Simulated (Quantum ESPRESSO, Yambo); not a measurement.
# A GW chain in Yambo: InSe (C2/m), part 2 of 3

Aim: the G0W0 gap of InSe (C2/m) on PBEsol, step by step.

Quantum ESPRESSO 7.5 and Yambo 5.3.0; PBEsol and many-body steps on it, plane waves. Known limits of the many-body steps: not at the basis limit; exchange with frozen shells missing; no spin-orbit coupling; coarse k mesh.

So far. Step 2 (Ground state): The gap is indirect, with the least direct gap 0.22 eV higher. Step 3 (Bands along the symmetry lines): The gap is 1.059 eV, −0.021 eV from the run before at this level.

### Step 4. Empty states on the mesh, 2×2×2 mesh, 90 bands

Level of this step: DFT, PBEsol, plane waves, norm-conserving pseudopotentials (Quantum ESPRESSO).

The sums over transitions need many empty states on a uniform mesh; this step solves for them.

Contents of pw.in:

```
&control
  calculation = 'nscf'
  prefix = 'x'
  outdir = 'o'
  pseudo_dir = 'pseudo'
/
&system
  ibrav = 0
  nat = 4
  ntyp = 2
  ecutwfc = 78.0
  nbnd = 90
  force_symmorphic = .true.
/
&electrons
  conv_thr = 1e-9
  electron_maxstep = 80
  diago_full_acc = .true.
  diago_thr_init = 5e-6
/
ATOMIC_SPECIES
  In 114.82 In.upf
  Se 78.971 Se.upf
CELL_PARAMETERS angstrom
  5.8263928781 -2.0546489550 -0.0000000000
  5.8263928781 2.0546489550 -0.0000000000
  -1.7232330140 0.0000000000 4.7713478577
ATOMIC_POSITIONS crystal
  In 0.1117967500 0.1117967500 0.9531586400
  In 0.8882032500 0.8882032500 0.0468413600
  Se 0.3390724100 0.3390724100 0.3310443800
  Se 0.6609275900 0.6609275900 0.6689556200
K_POINTS automatic
  2 2 2 0 0 0
```

Command:

```console
> OMP_NUM_THREADS=1 mpirun -n 4 pw.x -nk 4 -in pw.in > pw.out
```

The log of the run:

```text
[banner, memory and clock lines left out]
Program PWSCF v.7.5 starts

     Atomic positions and unit cell read from directory:
     o/x.save/

     Message from routine setup:
     using ibrav=0 with symmetry is DISCOURAGED, use correct ibrav instead

     G-vector sticks info

     bravais-lattice index     =            0
     lattice parameter (alat)  =      11.6748  a.u.
     unit-cell volume          =     770.9125 (a.u.)^3
     number of atoms/cell      =            4
     number of atomic types    =            2
     number of electrons       =        58.00
     number of Kohn-Sham states=           90
     kinetic-energy cutoff     =      78.0000  Ry
     charge density cutoff     =     312.0000  Ry
     Exchange-correlation= PBESOL
                           (   1   4  10   8   0   0   0)

     celldm(1)=  11.674843  celldm(2)=   0.000000  celldm(3)=   0.000000
     celldm(4)=   0.000000  celldm(5)=   0.000000  celldm(6)=   0.000000

     crystal axes: (cart. coord. in units of alat)
               a(1) = (   0.943078  -0.332572  -0.000000 )
               a(2) = (   0.943078   0.332572  -0.000000 )
               a(3) = (  -0.278928   0.000000   0.772305 )

     reciprocal axes: (cart. coord. in units 2 pi/alat)
               b(1) = (  0.530179 -1.503435  0.191481 )
               b(2) = (  0.530179  1.503435  0.191481 )
               b(3) = (  0.000000  0.000000  1.294825 )
     Pseudo is Norm-conserving + core correction, Zval = 13.0
     Generated using ONCVPSP code by D. R. Hamann
     Using radial grid of 1940 points,  6 beta functions with:
     Pseudo is Norm-conserving + core correction, Zval = 16.0
     Generated using ONCVPSP code by D. R. Hamann
     Using radial grid of 1198 points,  6 beta functions with:
     In               13.00   114.82000     In( 1.00)
     Se               16.00    78.97100     Se( 1.00)

      4 Sym. Ops., with inversion, found

   Cartesian axes

     site n.     atom                  positions (alat units)
         1        In     tau(   1) = (  -0.0549964   0.0000000   0.7361293  )
         2        In     tau(   2) = (   1.6622244  -0.0000000   0.0361758  )
         3        Se     tau(   3) = (   0.5472059   0.0000000   0.2556673  )
         4        Se     tau(   4) = (   1.0600221   0.0000000   0.5166378  )

     number of k points=     6
                       cart. coord. in units 2pi/alat
        k(    1) = (   0.0000000   0.0000000   0.0000000), wk =   0.2500000
        k(    2) = (   0.0000000   0.0000000  -0.6474125), wk =   0.2500000
        k(    3) = (  -0.2650894  -0.7517173  -0.0957404), wk =   0.5000000
        k(    4) = (  -0.2650894  -0.7517173  -0.7431530), wk =   0.5000000
        k(    5) = (  -0.5301789   0.0000000  -0.1914809), wk =   0.2500000
        k(    6) = (  -0.5301789   0.0000000  -0.8388934), wk =   0.2500000

     Dense  grid:    71729 G-vectors     FFT dimensions: (  72,  72,  54)

     The potential is recalculated from file :
     o/x.save/charge-density

     Starting wfcs are   36 randomized atomic wfcs +   54 random wfcs

     Band Structure Calculation

     End of band structure calculation

          k = 0.0000 0.0000 0.0000 (  8999 PWs)   bands (ev):

   -39.6808 -39.6805 -39.6803 -39.6801 -39.6410 -39.6407 -39.6405 -39.6401
   -39.6252 -39.6252  -7.0556  -6.9560  -6.7534  -6.7009  -6.6686  -6.6605
    -6.6198  -6.5975  -6.5648  -6.4216  -5.7447  -4.0733   2.7208   3.6097
[...]
39.7291  40.4338

          k = 0.0000 0.0000-0.6474 (  8950 PWs)   bands (ev):

[...]
40.4637  41.0981

          k =-0.2651-0.7517-0.0957 (  8980 PWs)   bands (ev):

[...]
32.6955  33.0589  33.7192  34.3783  34.5549  34.5566  35.0440  35.6724
    35.9489  36.2078  36.6764  36.8684  37.5965  37.6089  38.1591  38.5879
    39.2353  39.5952

          k =-0.2651-0.7517-0.7432 (  8982 PWs)   bands (ev):

     [... further k-points ...]

     highest occupied, lowest unoccupied level (ev):     7.3716    8.4853

     XML data file, pseudopotentials, collected wavefunctions
```

The job ended after 18 s (4 MPI ranks of Arm Neoverse V2, shared host; peak memory 0.58 GiB).

Numbers from this step:

```yaml
gap: 1.114 eV
k_of_the_valence_top: -0.5, -0.5, 0
k_of_the_conduction_bottom: 0, 0, -0.5
least_direct_gap: 1.439 eV
k_points_computed: 6
lowest_point_of_the_top_converged_band_above_the_valence_top: 32.18 eV
```

On this mesh the gap is 1.114 eV. The earlier step found 1.079 eV, so this mesh misses an edge.

### Step 5. Conversion and set-up

This step: Yambo 5.3.0; conversion and set-up on PBEsol, plane waves, norm-conserving pseudopotentials.

The states are converted to the many-body program's format and the q mesh is built.

Command:

```console
> (cd o/x.save; p2y > p2y.log; mv SAVE ../..); yambo > setup.log
```

The log of the run:

```text
 Yambo, version 5.3.0

 [02] CORE Variables Setup
 =========================

  [02.01] Unit cells
  ==================

  Cell kind             :  Unknown
  Atoms in the cell     :  In  Se
  number of In atoms    :  2
  number of Se atoms    :  2

  List of atomic masses
  Mass of In    :  114.8200
  Mass of Se    :  78.97100

  List of atomic coordinates    : [cc]
  In1       : -0.64207      0.31021E-16   8.5942      order 1
  In2       :   19.406     -0.11203E-15  0.42235      order 2
  Se1       :   6.3885      0.62153E-16   2.9849      order 3
  Se2       :   12.376      0.99868E-16   6.0317      order 4

  Alat factors          :  11.01029  11.01029   9.01654 [a.u.]
  Direct lattice volume :  770.9125 [a.u.]
  Direct lattice vectors:  A[ 1 ]  A[ 2 ]  A[ 3 ]
   A[ 1 ]:  1.000000 -0.352645 -0.000000  [iru]
   11.01029  -3.88272  -0.00000  [cc]
   A[ 2 ]:  1.000000  0.352645 -0.000000  [iru]
   11.01029   3.88272  -0.00000  [cc]
   A[ 3 ]: -0.295763  0.000000  1.000000  [iru]
  -3.256438  0.000000  9.016541  [cc]

  Recip. lattice volume :  0.321762 [a.u.]
  Recip. lattice vectors:  B[ 1 ]  B[ 2 ]  B[ 3 ]
   B[ 1 ]:  0.500000 -1.417856  0.147882  [iku]
   0.285332 -0.809121  0.103051  [cc]
   B[ 2 ]:  0.500000  1.417856  0.147882  [iku]
   0.285332  0.809121  0.103051  [cc]
   B[ 3 ]:  0.000000  0.000000  1.000000  [iku]
   0.000000  0.000000  0.696851  [cc]

  [02.02] Symmetries
  ==================

  Inversion symmetry    : yes
  Spatial inversion     : yes
  Inversion index       :  3
  K-space Time-reversal : no
  Magnetic symmetries   : no
  Group table correct   : yes
  Symmetries units      :  [cc]

   [S 1]:   1.0000     -0.24698E-17   0.0000     -0.12037E-15   1.0000       0.0000     -0.48437E-16 -0.33540E-17   1.0000
   [S 2]:  -1.0000     -0.24698E-17   0.0000      0.12037E-15   1.0000       0.0000      0.48437E-16 -0.33540E-17  -1.0000
   [S 3]:  -1.0000      0.24698E-17   0.0000      0.12037E-15  -1.0000       0.0000      0.48437E-16  0.33540E-17  -1.0000
   [S 4]:   1.0000      0.24698E-17   0.0000     -0.12037E-15  -1.0000       0.0000     -0.48437E-16  0.33540E-17   1.0000

  [02.03] Reciprocal space
  ========================

  nG shells         :  18239
  nG charge         :   71729
  nG WFs            :  10843
  nC WFs            :   8999
  G-vecs. in first 80 shells:  [ Number ]
    1   3   5   7  11  15  17  21  23
    25   29   33   35   37   39   43   47   49
    53   55   59   61   63   67   71   75   79
[...]
235  237  239  243  247  251  255  259
  ...
  Shell energy in first 80 shells:  [ mHa ]
[...]
2767.31      2774.00      2777.90      2800.14      2945.10      2965.97      2992.06      3075.43      3163.05
    3167.08      3247.76      3259.34      3306.67      3327.66      3360.20      3369.09      3387.56      3406.83
[...]
Grid dimensions      :  2  2  2
  K lattice UC volume  :  0.040220 [a.u.]

  IBZ K-points                                      :   6
  BZ  K-points                                      :   8

  K/Q-points units:
  rlu = crystal or reduced units; cc = cartesian coordinates; iku = interal k-units

  K [1]          [rlu]:  0.000000  0.000000  0.000000
         WF components:   8999
  K [2]          [rlu]:  0.000000  0.000000 -0.500000
         WF components:   8950
  K [3]          [rlu]:  0.27394E-16 -0.50000     -0.10217E-16
         WF components:   8980
  K [4]          [rlu]:  0.27394E-16 -0.50000     -0.50000
         WF components:   8982
  K [5]          [rlu]: -0.50000     -0.50000     -0.40349E-16
         WF components:   8932
  K [6]          [rlu]: -0.500000 -0.500000 -0.500000
         WF components:   8924

  [02.05] Energies & Occupations
  ==============================

  [X] === General ===
  [X] Electronic Temperature                        :  0.000000  0.000000 [eV K]
  [X] Bosonic    Temperature                        :  0.000000  0.000000 [eV K]
  [X] Finite Temperature mode                       : no
  [X] El. density                                   :  0.50771E+24 [cm-3]
  [X] Fermi Level                                   :  7.371571 [eV]

  [X] === Gaps and Widths ===
  [X] Conduction Band Min                           :  1.113711 [eV]
  [X] Valence Band Max                              :  0.000000 [eV]
  [X] Filled Bands                                  :  29
  [X] Empty Bands                                   :   30   90
  [X] Direct Gap                                    :  1.438940 [eV]
  [X] Direct Gap localized at k                     :  2
  [X] Indirect Gap                                  :  1.113711 [eV]
  [X] Indirect Gap between kpts                     :   5   2
  [X] Last valence band width                       :  1.241389 [eV]
  [X] 1st conduction band width                     :  1.598871 [eV]

  E @ K [1]:  [eV]
  -47.05235 -47.05206 -47.05186 -47.05162 -47.01261 -47.01227 -47.01207 -47.01162
[...]
occ @ K [1]
[...]
E @ K [2]:  [eV]
[...]
occ @ K [2]
[...]
E @ K [3]:  [eV]
[...]
occ @ K [3]
[...]
E @ K [4]:  [eV]
[...]
occ @ K [4]
[...]
E @ K [5]:  [eV]
[...]
occ @ K [5]
[...]
E @ K [6]:  [eV]
[...]
occ @ K [6]
[...]
0.000000  0.000000  0.000000  0.000000  0.000000  0.000000  0.000000  0.000000
   0.000000  0.000000  0.000000  0.000000  0.000000  0.000000  0.000000  0.000000

 [03] Transferred momenta grid and indexing
 ==========================================

 IBZ Q-points                                      :   6
 BZ  Q-points                                      :   8

 K/Q-points units:
 rlu = crystal or reduced units; cc = cartesian coordinates; iku = interal k-units

 Q [1]          [rlu]:  0.000000  0.000000  0.000000
 Q [2]          [rlu]:  0.28852E-16  0.30296E-16 -0.50000
 Q [3]          [rlu]:  0.14496E-15 -0.50000     -0.61808E-16
 Q [4]          [rlu]:  0.96724E-16  0.50000     -0.50000
 Q [5]          [rlu]: -0.50000     -0.50000     -0.20434E-16
 Q [6]          [rlu]:  0.500000  0.500000 -0.500000

  [03.01] X indexes
  =================

   [03.01.01] Sigma indexes
   ========================

 [06] Game Over & Game summary
```

Wall time 2.2 s (1 MPI rank); peak memory 0.24 GiB.

(Continued in part 3 of 3.)

[Paths, hosts, dates, memory and timing lines, banners, echoed tables and standing remarks are left out of the program output.]

[Logs are printed without paths, hosts, clocks, repeated set-up lines and the standing remarks that a program may print on its own settings, such as how far it seeks lower states.]

[Runs of the session that timed out or met a known fault of the program may be left out.]

[Hosts, paths, dates, database ids (printed as entryN), source tags and the programs' standing remarks are cut or masked in the printed files.]
